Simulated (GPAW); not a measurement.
# Ballistic transport through a W chain with one Se atom in line, cheap and dear

Wanted: the zero-bias transmission of a W chain with one Se atom in line on a ladder of levels, with run times.

Main program and level: GPAW 26.7.0; GPAW LCAO, PAW setups; Landauer transmission from Green's functions with principal layers (ASE), zero bias.

Report form: the programs' logs are mostly left out.

## Step 1: Starting point

The cell holds 15 atoms: 14 W and 1 Se. Its edges and angles: a = 9.000 Å, b = 9.000 Å, c = 33.766 Å, α = 90.0°, β = 90.0°, γ = 90.0°. Regions: left lead, 7 atoms (7 W); channel, 1 atom (1 Se); right lead, 7 atoms (7 W). Vacuum lies along a and b. The structure is stacked along c, and the current runs across the ab planes.

## Step 2: GPAW, dzp

The script solves lead and junction separately, takes H and S in the orbital basis, and joins semi-infinite leads through their self-energies; the dzp basis is the working standard.

Input file run.py:

```python
import json
import numpy as np
from ase import Atoms
from ase.transport.calculators import TransportCalculator
from gpaw import GPAW, FermiDirac
from gpaw.lcao.tools import get_lcao_hamiltonian
from scipy.linalg import eigh

# The junction with lead layers at both ends, along the third cell vector
device = Atoms(
    ['W', 'W', 'W', 'W', 'W', 'W', 'W', 'Se', 'W', 'W', 'W', 'W', 'W', 'W', 'W'],
    positions=[
        [4.50000, 4.50000, 1.12500],
        [4.50000, 4.50000, 3.37500],
        [4.50000, 4.50000, 5.62500],
        [4.50000, 4.50000, 7.87500],
        [4.50000, 4.50000, 10.12500],
        [4.50000, 4.50000, 12.37500],
        [4.50000, 4.50000, 14.62500],
        [4.50000, 4.50000, 16.88290],
        [4.50000, 4.50000, 19.14080],
        [4.50000, 4.50000, 21.39080],
        [4.50000, 4.50000, 23.64080],
        [4.50000, 4.50000, 25.89080],
        [4.50000, 4.50000, 28.14080],
        [4.50000, 4.50000, 30.39080],
        [4.50000, 4.50000, 32.64080]],
    cell=[[9.0, 0.0, 0.0], [0.0, 9.0, 0.0], [0.0, 0.0, 33.7658]],
    pbc=True)

# One principal layer of the lead: the first 5 atoms of the device
lead = Atoms(
    ['W', 'W', 'W', 'W', 'W'],
    positions=[
        [4.50000, 4.50000, 1.12500],
        [4.50000, 4.50000, 3.37500],
        [4.50000, 4.50000, 5.62500],
        [4.50000, 4.50000, 7.87500],
        [4.50000, 4.50000, 10.12500]],
    cell=[[9.0, 0.0, 0.0], [0.0, 9.0, 0.0], [0.0, 0.0, 11.25]],
    pbc=True)

settings = dict(mode='lcao', basis='dzp', xc='PBE', h=0.2,
                occupations=FermiDirac(0.1), maxiter=250,
                mixer=dict(beta=0.1, nmaxold=8, weight=100.0),
                convergence=dict(density=0.0001))
energies = np.arange(-2, 2 + 1e-9, 0.05)
eta = 0.0001
n1, n2 = 1, 1
# k and -k transmit alike, so half of the mesh across the current serves
mesh = [(i, j) for i in range(n1) for j in range(n2) if (i, j) <= (-i % n1, -j % n2)]
weights = np.array([1 if (i, j) == (-i % n1, -j % n2) else 2 for i, j in mesh]) / (n1 * n2)

# [... helper functions left out ...]
fermi_lead = ground_state(lead, (1, 1, 10), 'lead.txt')
fermi_device = ground_state(device, (1, 1, 3), 'device.txt')
# [... loop over the mesh left out, but for ...]
        # Shift the lead onto the potential of the device's first layer
        shift = ((H[:, 0, 0] - H0[:, 0, 0]) / S0[0, 0]).real.mean()
# [...]
kT = 8.617333e-5 * 300
bias = [0.1, 0.2, 0.5, 1.0, 1.5, 2.0]
# [... integrals and printing left out ...]
```

Command:

```
OMP_NUM_THREADS=1 OPENBLAS_NUM_THREADS=1 python run.py
```

Wall time 2.9 min (1 thread of Arm Neoverse V1, shared host); peak memory 1.3 GiB.

Numbers from this step:

* conductance: 1.748 G₀
* largest coupling past the next principal layer: 7.88e-6 eV
* largest misfit of the first principal layer: 0.05919 eV
* shift that aligns the lead: 0.02369 eV
* basis functions of the junction: 419
* basis functions of a principal layer: 145
* transmission at the Fermi level (one spin): 1.750

One spin. The transmission, zone mean by energy, zero at the Fermi level:

```
energy (eV)  transmission, zone mean
      -2.00                     1.77
      -1.85                     1.78
      -1.70                     1.80
      -1.60                     1.81
      -1.45                     1.81
      -1.30                     1.81
      -1.15                     1.79
      -1.05                     1.77
      -0.90                     1.75
      -0.75                     1.74
      -0.60                     1.73
      -0.50                     1.73
      -0.35                     1.74
      -0.20                     1.75
      -0.05                     1.75
       0.00                     1.75
       0.05                     1.74
       0.20                     1.72
       0.35                     1.66
       0.50                     1.59
       0.60                     1.53
       0.75                     1.44
       0.90                     1.35
       1.05                     1.27
       1.15                     1.23
       1.30                     1.15
       1.45                     1.03
       1.60                    0.853
       1.70                    0.625
       1.85                    0.511
       2.00                    0.515
```

Not self-consistent under bias; the bias window is split evenly. Table of current through one cell, from the zero-bias transmission by bias:

```
bias (V)  current through one cell, from the zero-bias transmission (μA)
   0.100                                                            13.5
   0.200                                                            27.1
   0.500                                                            67.4
   1.000                                                             133
   1.500                                                             196
   2.000                                                             256
```

Transmission of the three most open eigenchannels against energy, zero at the Fermi level:

```
energy (eV)  channel 1  channel 2  channel 3
      -2.00      0.631      0.631      0.504
      -1.90      0.638      0.638      0.502
      -1.80      0.645      0.645      0.496
      -1.70      0.651      0.651      0.492
      -1.55      0.656      0.656      0.492
      -1.45      0.656      0.656      0.495
      -1.35      0.653      0.653      0.499
      -1.25      0.647      0.647      0.502
      -1.15      0.638      0.638      0.506
      -1.05      0.629      0.629      0.510
      -0.90      0.615      0.615      0.515
      -0.80      0.607      0.607      0.519
      -0.70      0.601      0.601      0.521
      -0.60      0.598      0.598      0.523
      -0.50      0.596      0.596      0.525
      -0.40      0.597      0.597      0.527
      -0.25      0.601      0.601      0.528
      -0.15      0.603      0.603      0.527
      -0.05      0.603      0.603      0.526
       0.00      0.602      0.602      0.526
       0.05      0.600      0.600      0.525
       0.15      0.594      0.594      0.523
       0.25      0.582      0.582      0.520
       0.40      0.554      0.554      0.515
       0.50      0.530      0.530      0.512
       0.60      0.509      0.502      0.502
       0.70      0.505      0.474      0.474
       0.80      0.501      0.445      0.445
       0.90      0.498      0.418      0.418
       1.05      0.494      0.382      0.382
       1.15      0.492      0.359      0.359
       1.25      0.490      0.335      0.335
       1.35      0.489      0.305      0.305
       1.45      0.488      0.264      0.264
       1.55      0.489      0.208      0.208
       1.70      0.492     0.0577     0.0577
       1.80      0.495     0.0153     1.6e-4
       1.90      0.499     0.0136     2.0e-6
       2.00      0.503     0.0113     1.9e-6
```

Couplings past the next layer reach 7.9e-6 eV, small enough to drop; the matrix elements of the cell's first layer differ from the bulk lead's by up to 0.059 eV. That layer keeps its own values in the calculation, and only beyond it is the lead taken as perfect. The Fermi levels of lead and junction count from different zeros of potential, one for each periodic cell; with both set to zero, the small remaining shift is what aligns them. Without spin-orbit coupling, which is large for these atoms, channel counts and T are those of the scalar-relativistic bands. By hand: G = 1.748 × 77.48 μS = 135 μS, a resistance of 7.38 kΩ; at 0.1 V a linear junction would pass 13.5 μA, and the integral over the bias window gives 13.5 μA.

## Step 3: GPAW, szp: basis = "szp(dzp)"

One radial function a shell plus polarisation makes the matrices smaller; the question is what that costs.

run.py, as its differences from that of step 2:

```diff
@@ -42,3 +42,3 @@
 
-settings = dict(mode='lcao', basis='dzp', xc='PBE', h=0.2,
+settings = dict(mode='lcao', basis='szp(dzp)', xc='PBE', h=0.2,
                 occupations=FermiDirac(0.1), maxiter=250,
```

Wall time 93 s (1 thread); peak memory 1.3 GiB.

Numbers from this step:

```
conductance                                 : 1.755 G₀
largest misfit of the first principal layer : 0.06597 eV
shift that aligns the lead                  : 0.01849 eV
basis functions of the junction             : 233
basis functions of a principal layer        : 80
transmission at the Fermi level (one spin)  : 1.757
```

One spin. The transmission, zone mean by energy, zero at the Fermi level:

```
energy (eV)  transmission, zone mean
      -2.00                     1.77
      -1.85                     1.80
      -1.70                     1.83
      -1.60                     1.84
      -1.50                     1.85
      -1.45                     1.85
      -1.30                     1.83
      -1.15                     1.81
      -1.05                     1.79
      -0.90                     1.77
      -0.75                     1.75
      -0.60                     1.74
      -0.50                     1.74
      -0.35                     1.75
      -0.20                     1.76
      -0.05                     1.76
       0.00                     1.76
       0.05                     1.75
       0.20                     1.72
       0.35                     1.66
       0.50                     1.58
       0.60                     1.52
       0.75                     1.43
       0.90                     1.34
       1.05                     1.27
       1.15                     1.23
       1.30                     1.16
       1.45                     1.07
       1.60                    0.908
       1.70                    0.753
       1.85                    0.490
       2.00                    0.488
```

Not self-consistent under bias; the bias window is split evenly. Current through one cell, from the zero-bias transmission against bias:

```
bias (V)  current through one cell, from the zero-bias transmission (μA)
   0.100                                                            13.6
   0.200                                                            27.2
   0.500                                                            67.6
   1.000                                                             133
   1.500                                                             196
   2.000                                                             257
```

The transmission of the three most open eigenchannels by energy, zero at the Fermi level:

```
energy (eV)  channel 1  channel 2  channel 3
     -2.000      0.650      0.650      0.469
     -1.800      0.665      0.665      0.481
     -1.600      0.674      0.674      0.489
     -1.400      0.670      0.670      0.496
     -1.200      0.655      0.655      0.502
     -1.000      0.634      0.634      0.507
     -0.800      0.616      0.616      0.512
     -0.600      0.607      0.607      0.515
     -0.400      0.608      0.608      0.517
     -0.200      0.613      0.613      0.517
      0.000      0.612      0.612      0.514
      0.200      0.595      0.595      0.508
      0.400      0.558      0.558      0.500
      0.600      0.506      0.506      0.492
      0.800      0.485      0.449      0.449
      1.000      0.481      0.400      0.400
      1.200      0.480      0.358      0.358
      1.400      0.481      0.305      0.305
      1.600      0.482      0.208      0.208
      1.800      0.481    0.00922     1.3e-4
      2.000      0.480    0.00770     5.0e-8
```

The conductance, 1.76 G₀, lies 0.4 % above that of the dzp run.

## Step 4: GPAW, sz: basis = "sz(dzp)"

The minimal basis is the cheapest rung: no second zeta and no polarisation.

run.py, as its differences from that of step 3:

```diff
@@ -42,3 +42,3 @@
 
-settings = dict(mode='lcao', basis='szp(dzp)', xc='PBE', h=0.2,
+settings = dict(mode='lcao', basis='sz(dzp)', xc='PBE', h=0.2,
                 occupations=FermiDirac(0.1), maxiter=250,
```

Run time: 78 s. Hardware: 1 thread; peak memory 1.2 GiB.

This step gave:

* conductance: 1.607 G₀
* largest misfit of the first principal layer: 0.06849 eV
* shift that aligns the lead: 0.01887 eV
* basis functions of the junction: 186
* basis functions of a principal layer: 65
* transmission at the Fermi level (one spin): 1.608

The conductance, 1.61 G₀, lies 8.1 % below that of the dzp run.

## Step 5: RPBE in the dzp basis: xc = "RPBE"

Back in the dzp basis, the functional changes from PBE to RPBE, to set the spread between functionals beside that between bases.

run.py, as its differences from that of step 4:

```diff
@@ -42,3 +42,3 @@
 
-settings = dict(mode='lcao', basis='sz(dzp)', xc='PBE', h=0.2,
+settings = dict(mode='lcao', basis='dzp', xc='RPBE', h=0.2,
                 occupations=FermiDirac(0.1), maxiter=250,
```

It took 3 min on 1 thread; peak memory 1.3 GiB.

Numbers from this step:

```
conductance                                    : 1.739 G₀
largest coupling past the next principal layer : 7.82e-6 eV
largest misfit of the first principal layer    : 0.05956 eV
shift that aligns the lead                     : 0.02469 eV
basis functions of the junction                : 419
basis functions of a principal layer           : 145
transmission at the Fermi level (one spin)     : 1.740
```

One spin. Transmission, zone mean against energy, zero at the Fermi level:

```
energy (eV)  transmission, zone mean
      -2.00                     1.76
      -1.85                     1.78
      -1.70                     1.79
      -1.60                     1.80
      -1.45                     1.81
      -1.30                     1.80
      -1.15                     1.78
      -1.05                     1.77
      -0.90                     1.74
      -0.75                     1.73
      -0.60                     1.72
      -0.50                     1.72
      -0.35                     1.73
      -0.20                     1.74
      -0.05                     1.74
       0.00                     1.74
       0.05                     1.74
       0.20                     1.71
       0.35                     1.65
       0.50                     1.57
       0.60                     1.52
       0.75                     1.42
       0.90                     1.34
       1.05                     1.26
       1.15                     1.21
       1.30                     1.13
       1.45                     1.01
       1.60                    0.821
       1.70                    0.549
       1.85                    0.509
       2.00                    0.512
```

The conductance, 1.74 G₀, lies 0.5 % below that of the dzp run.

## Step 6: All levels side by side

Times are for 1 thread of Arm Neoverse V1, shared host. Results by setting:

```
no.       run  conductance (G₀)     time  memory (GiB)
  1       dzp             1.748  2.9 min           1.3
  2       szp             1.755     93 s           1.3
  3        sz             1.607     78 s           1.2
  4  dzp RPBE             1.739    3 min           1.3
```

## Step 7: The levels side by side

The curves are compared point by point over the common energies.

This step: comparison of transmission and cost over codes and levels (GPAW 26.7.0).

Ladder, by row:

```
    step  code  T at the Fermi level (sum over the listed spins)  conductance (G0)  r.m.s. T(E) from the first  wall time (s)  peak memory (GiB)  threads
     dzp  GPAW                                              1.75             1.748                           0          175.2               1.34        1
     szp  GPAW                                             1.757             1.755                     0.02695          93.45               1.26        1
      sz  GPAW                                             1.608             1.607                      0.1265          78.18               1.22        1
dzp-RPBE  GPAW                                              1.74             1.739                     0.01593          181.7               1.34        1
```

The transmission, zone mean, sum over the listed spins by energy, zero at the Fermi level:

```
energy (eV)    dzp    szp     sz  dzp-RPBE
      -2.00   1.77   1.77   1.59      1.76
      -1.85   1.78   1.80   1.63      1.78
      -1.70   1.80   1.83   1.67      1.79
      -1.50   1.81   1.85   1.70      1.81
      -1.45   1.81   1.85   1.70      1.81
      -1.35   1.81   1.84   1.70      1.80
      -1.20   1.80   1.82   1.68      1.79
      -1.05   1.77   1.79   1.66      1.77
      -0.90   1.75   1.77   1.63      1.74
      -0.70   1.73   1.74   1.61      1.72
      -0.55   1.73   1.74   1.60      1.72
      -0.40   1.74   1.75   1.61      1.73
      -0.25   1.75   1.76   1.61      1.74
      -0.10   1.75   1.76   1.61      1.74
       0.00   1.75   1.76   1.61      1.74
       0.10   1.74   1.74   1.59      1.73
       0.25   1.70   1.70   1.55      1.69
       0.40   1.64   1.63   1.49      1.63
       0.55   1.56   1.55   1.41      1.55
       0.70   1.47   1.46   1.32      1.45
       0.90   1.35   1.34   1.21      1.34
       1.05   1.27   1.27   1.13      1.26
       1.20   1.20   1.21   1.07      1.19
       1.35   1.12   1.14   1.01      1.10
       1.50  0.983   1.02  0.927     0.965
       1.70  0.625  0.753  0.715     0.549
       1.85  0.511  0.490  0.451     0.509
       2.00  0.515  0.488  0.453     0.512
```

(Part 1 of 2 ends here.)

[Logs are printed without paths, hosts, clocks, repeated set-up lines and the standing remarks that a program may print on its own settings, such as how far it seeks lower states.]

[Hosts, paths, dates, database ids (printed as entryN), source tags and the programs' standing remarks are cut or masked in the printed files.]
